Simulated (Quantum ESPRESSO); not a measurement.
**Co2Ge: parallel and opposed starts**

Wanted: the moments of Co2Ge and the energy of each order that was tried.

Method: PBEsol; plane waves with GBRV 1.5 PBEsol potentials, no spin-orbit coupling, in Quantum ESPRESSO 7.5.

## (1) The structure

Symmetry: Pnma, No. 62, orthorhombic system. Conventional cell: a = 5.020 Å, b = 3.820 Å, c = 7.260 Å, α = 90.00°, β = 90.00°, γ = 90.00°. Nearest to Co lie 5 Ge at 2.35 to 2.68 Å and 5 Co at 2.55 to 2.68 Å. Nearest to Co lie 5 Ge at 2.42 to 2.62 Å and 7 Co at 2.54 to 2.68 Å. Nearest to Ge lie 9 Co at 2.35 to 2.62 Å. Farther neighbours are not listed.

The cell comes from Materials Project 2023-11-01, a database of computed structures, and need not be the stable phase.

## (2) Run 1 (ferro ++++++++)

The signs are those of the starting moments on the seeded atoms, the atoms that are given a moment.

Input file pw.in:

```
&CONTROL
  calculation = 'scf'
  prefix = 'pwscf'
  outdir = './tmp'
  pseudo_dir = './pseudo'
  disk_io = 'nowf'
/
&SYSTEM
  ibrav = 0
  celldm(1) = 8
  nat = 12
  ntyp = 2
  ecutwfc = 40
  ecutrho = 280
  nbnd = 124
  occupations = 'smearing'
  smearing = 'fd'
  degauss = 0.00734986
  nspin = 2
  starting_magnetization(1) = 0.1176
  starting_magnetization(2) = 0
/
&ELECTRONS
  conv_thr = 2.4d-08
  electron_maxstep = 150
  mixing_beta = 0.3
/
ATOMIC_SPECIES
Co     58.9332 co_pbesol_v1.2.uspp.F.UPF
Ge     72.6300 ge_pbesol_v1.4.uspp.F.UPF
CELL_PARAMETERS alat
   1.1858031432027    0.0000000000000    0.0000000000000
   0.0000000000000    0.9023442245088    0.0000000000000
   0.0000000000000    0.0000000000000    1.7149264580979
ATOMIC_POSITIONS crystal
Co      0.3257579700    0.2500000000    0.9375048800
Co      0.8257579700    0.2500000000    0.5624951200
Co      0.6742420300    0.7500000000    0.0624951200
Co      0.1742420300    0.7500000000    0.4375048800
Co      0.9624690100    0.2500000000    0.2235608800
Co      0.4624690100    0.2500000000    0.2764391200
Co      0.0375309900    0.7500000000    0.7764391200
Co      0.5375309900    0.7500000000    0.7235608800
Ge      0.2963479300    0.2500000000    0.6050455400
Ge      0.7963479300    0.2500000000    0.8949544600
Ge      0.7036520700    0.7500000000    0.3949544600
Ge      0.2036520700    0.7500000000    0.1050455400
K_POINTS automatic
6 8 4 0 0 0
```

The run is started by

```console
$ OMP_NUM_THREADS=1 mpirun -n 4 pw.x -nk 4 -in pw.in > pw.out
```

Log:

```text
Program PWSCF v.7.5 starts

     Message from routine setup:
     using ibrav=0 with symmetry is DISCOURAGED, use correct ibrav instead

     K-points division:     npool     =       4
     Subspace diagonalization in iterative solution of the eigenvalue problem:

     G-vector sticks info
     --------------------
     sticks:   dense  smooth     PW     G-vecs:    dense   smooth      PW
     Sum        1525     867    259                74269    32113    5189

     Using Slab Decomposition

     bravais-lattice index     =            0
     lattice parameter (alat)  =       8.0000  a.u.
     unit-cell volume          =     939.5076 (a.u.)^3
     number of atoms/cell      =           12
     number of atomic types    =            2
     number of electrons       =       192.00
     number of Kohn-Sham states=          124
     kinetic-energy cutoff     =      40.0000  Ry
     charge density cutoff     =     280.0000  Ry
     scf convergence threshold =      2.4E-08
     mixing beta               =       0.3000
     number of iterations used =            8  plain     mixing
     Exchange-correlation= SLA  PW   PSX  PSC
                           (   1   4  10   8   0   0   0)

     celldm(1)=   8.000000  celldm(2)=   0.000000  celldm(3)=   0.000000
     celldm(4)=   0.000000  celldm(5)=   0.000000  celldm(6)=   0.000000

     crystal axes: (cart. coord. in units of alat)
               a(1) = (   1.185803   0.000000   0.000000 )
               a(2) = (   0.000000   0.902344   0.000000 )
               a(3) = (   0.000000   0.000000   1.714926 )

     reciprocal axes: (cart. coord. in units 2 pi/alat)
               b(1) = (  0.843310  0.000000  0.000000 )
               b(2) = (  0.000000  1.108225  0.000000 )
               b(3) = (  0.000000  0.000000  0.583115 )

     PseudoPot. # 1 for Co read from file:
     co_pbesol_v1.2.uspp.F.UPF
     Pseudo is Ultrasoft + core correction, Zval = 17.0
     Generated by new atomic code, or converted to UPF format
     Using radial grid of  863 points,  6 beta functions with:
                l(1) =   0
                l(2) =   0
                l(3) =   1
                l(4) =   1
                l(5) =   2
                l(6) =   2
     Q(r) pseudized with  8 coefficients,  rinner =    1.200   1.200   1.200
                                                       1.200   1.200

     PseudoPot. # 2 for Ge read from file:
     ge_pbesol_v1.4.uspp.F.UPF
     Pseudo is Ultrasoft + core correction, Zval = 14.0
     Generated by new atomic code, or converted to UPF format
     Using radial grid of  873 points,  6 beta functions with:
                l(1) =   0
                l(2) =   0
                l(3) =   1
                l(4) =   1
                l(5) =   2
                l(6) =   2
     Q(r) pseudized with  8 coefficients,  rinner =    1.400   1.400   1.400
                                                       1.400   1.400

     atomic species   valence    mass     pseudopotential
     Co               17.00    58.93320     Co( 1.00)
     Ge               14.00    72.63000     Ge( 1.00)

     Starting magnetic structure
     atomic species   magnetization
     Co              0.118
     Ge              0.000

      8 Sym. Ops., with inversion, found ( 6 have fractional translation)

   Cartesian axes

     site n.     atom                  positions (alat units)
         1        Co     tau(   1) = (   0.3862848   0.2255861   1.6077519  )
         2        Co     tau(   2) = (   0.9791864   0.2255861   0.9646378  )
         3        Co     tau(   3) = (   0.7995183   0.6767582   0.1071745  )
         4        Co     tau(   4) = (   0.2066167   0.6767582   0.7502887  )
         5        Co     tau(   5) = (   1.1412988   0.2255861   0.3833905  )
         6        Co     tau(   6) = (   0.5483972   0.2255861   0.4740728  )
         7        Co     tau(   7) = (   0.0445044   0.6767582   1.3315360  )
         8        Co     tau(   8) = (   0.6374059   0.6767582   1.2408537  )
         9        Ge     tau(   9) = (   0.3514103   0.2255861   1.0376086  )
        10        Ge     tau(  10) = (   0.9443119   0.2255861   1.5347811  )
        11        Ge     tau(  11) = (   0.8343928   0.6767582   0.6773179  )
        12        Ge     tau(  12) = (   0.2414913   0.6767582   0.1801454  )

     number of k points=    60  Fermi-Dirac smearing, width (Ry)=  0.0073
                       cart. coord. in units 2pi/alat
        k(    1) = (   0.0000000   0.0000000   0.0000000), wk =   0.0052083
        k(    2) = (   0.0000000   0.0000000   0.1457788), wk =   0.0104167
        k(    3) = (   0.0000000   0.0000000  -0.2915577), wk =   0.0052083
        k(    4) = (   0.0000000   0.1385281   0.0000000), wk =   0.0104167
        k(    5) = (   0.0000000   0.1385281   0.1457788), wk =   0.0208333
        [... 55 further k-points ...]

     Dense  grid:    74269 G-vectors     FFT dimensions: (  54,  40,  80)

     Smooth grid:    32113 G-vectors     FFT dimensions: (  40,  30,  60)

     Check: negative core charge=   -0.000035
     Generating pointlists ...
     new r_m :   0.2286 (alat units)  1.8287 (a.u.) for type    1
     new r_m :   0.2286 (alat units)  1.8287 (a.u.) for type    2

     Initial potential from superposition of free atoms

     starting charge     183.9967, renormalised to     192.0000
     Starting wfcs are  140 randomized atomic wfcs

     Self-consistent Calculation

     iteration #  1     ecut=    40.00 Ry     beta= 0.30
     Davidson diagonalization with overlap
     ethr =  1.00E-02,  avg # of iterations =  3.4

     total energy              =   -3227.89146816 Ry
     estimated scf accuracy    <      43.02866968 Ry

     total magnetization       =     8.43 Bohr mag/cell
     absolute magnetization    =     9.61 Bohr mag/cell

     iteration #  2     ecut=    40.00 Ry     beta= 0.30
     Davidson diagonalization with overlap
     ethr =  1.00E-02,  avg # of iterations =  2.7

     total energy              =   -3235.95327635 Ry
     estimated scf accuracy    <      23.48830778 Ry

     total magnetization       =     3.13 Bohr mag/cell
     absolute magnetization    =     4.76 Bohr mag/cell

     iteration #  3     ecut=    40.00 Ry     beta= 0.30
     Davidson diagonalization with overlap
     ethr =  1.00E-02,  avg # of iterations =  1.6

     total energy              =   -3238.73531264 Ry
     estimated scf accuracy    <       1.56900235 Ry

     total magnetization       =     7.99 Bohr mag/cell
     absolute magnetization    =     9.40 Bohr mag/cell

     [... further iterations left out ...]

     iteration # 16     ecut=    40.00 Ry     beta= 0.30
     Davidson diagonalization with overlap
     ethr =  6.42E-10,  avg # of iterations =  2.0

     total energy              =   -3239.10458141 Ry
     estimated scf accuracy    <       0.00000050 Ry

     total magnetization       =     4.91 Bohr mag/cell
     absolute magnetization    =     5.83 Bohr mag/cell

     iteration # 17     ecut=    40.00 Ry     beta= 0.30
     Davidson diagonalization with overlap
     ethr =  2.62E-10,  avg # of iterations =  2.0

     total energy              =   -3239.10458168 Ry
     estimated scf accuracy    <       0.00000028 Ry

     total magnetization       =     4.91 Bohr mag/cell
     absolute magnetization    =     5.83 Bohr mag/cell

     iteration # 18     ecut=    40.00 Ry     beta= 0.30
     Davidson diagonalization with overlap
     ethr =  1.46E-10,  avg # of iterations =  2.0

     total energy              =   -3239.10458186 Ry
     estimated scf accuracy    <       0.00000005 Ry

     total magnetization       =     4.91 Bohr mag/cell
     absolute magnetization    =     5.83 Bohr mag/cell

     iteration # 19     ecut=    40.00 Ry     beta= 0.30
     Davidson diagonalization with overlap
     ethr =  2.72E-11,  avg # of iterations =  2.0

     Magnetic moment per site  (integrated on atomic sphere of radius R)
     atom   1 (R=0.229)  charge= 15.3618  magn=  0.5188
     atom   2 (R=0.229)  charge= 15.3618  magn=  0.5188
     atom   3 (R=0.229)  charge= 15.3618  magn=  0.5188
     atom   4 (R=0.229)  charge= 15.3618  magn=  0.5188
     atom   5 (R=0.229)  charge= 15.3021  magn=  0.8148
     atom   6 (R=0.229)  charge= 15.3021  magn=  0.8148
     atom   7 (R=0.229)  charge= 15.3021  magn=  0.8148
     atom   8 (R=0.229)  charge= 15.3021  magn=  0.8148
     atom   9 (R=0.229)  charge= 11.6393  magn= -0.0315
     atom  10 (R=0.229)  charge= 11.6393  magn= -0.0315
     atom  11 (R=0.229)  charge= 11.6393  magn= -0.0315
     atom  12 (R=0.229)  charge= 11.6393  magn= -0.0315

     End of self-consistent calculation

     Number of k-points >= 100: set verbosity='high' to print the bands.

     the Fermi energy is    17.6191 ev

!    total energy              =   -3239.10458192 Ry
     estimated scf accuracy    <       0.00000001 Ry
     smearing contrib. (-TS)   =      -0.03023360 Ry
     internal energy E=F+TS    =   -3239.07434832 Ry

     The total energy is F=E-TS. E is the sum of the following terms:
     one-electron contribution =   -1650.70674446 Ry
     hartree contribution      =     981.06126146 Ry
     xc contribution           =    -490.27682354 Ry
     ewald contribution        =   -2079.15204178 Ry

     total magnetization       =     4.91 Bohr mag/cell
     absolute magnetization    =     5.84 Bohr mag/cell

     convergence has been achieved in  19 iterations

=------------------------------------------------------------------------------=
   JOB DONE.
=------------------------------------------------------------------------------=
```

Elapsed: 7.4 min, on 4 MPI ranks of AMD EPYC 9R14 (Zen 4), shared host; peak memory 1.6 GiB; 30 min of CPU time.

Spin moment in the atom's sphere by atom:

```
atom  spin moment in the atom's sphere (μB)
 Co1                                  0.519
 Co2                                  0.519
 Co3                                  0.519
 Co4                                  0.519
 Co5                                  0.815
 Co6                                  0.815
 Co7                                  0.815
 Co8                                  0.815
 Ge9                                 -0.032
Ge10                                 -0.032
Ge11                                 -0.032
Ge12                                 -0.032
```

Read from the output:

```yaml
smearing_term_ts: 0.4113 eV
magnetization: 4.912 μB
absolute_magnetization: 5.836 μB
final_state: ferromagnetic
```

(Part 1 of 2 ends here.)

[Logs and program files are shortened in this print: banners, set-up blocks, solver, clock and traceback lines can be left out without a mark of their own.]

[Logs are printed without paths, hosts, clocks, repeated set-up lines and the standing remarks that a program may print on its own settings, such as how far it seeks lower states.]

[Hosts, paths, dates, database ids (printed as entryN), source tags and the programs' standing remarks are cut or masked in the printed files.]

[Where a cell is said to come from a database of computed structures, the database is the Materials Project.]
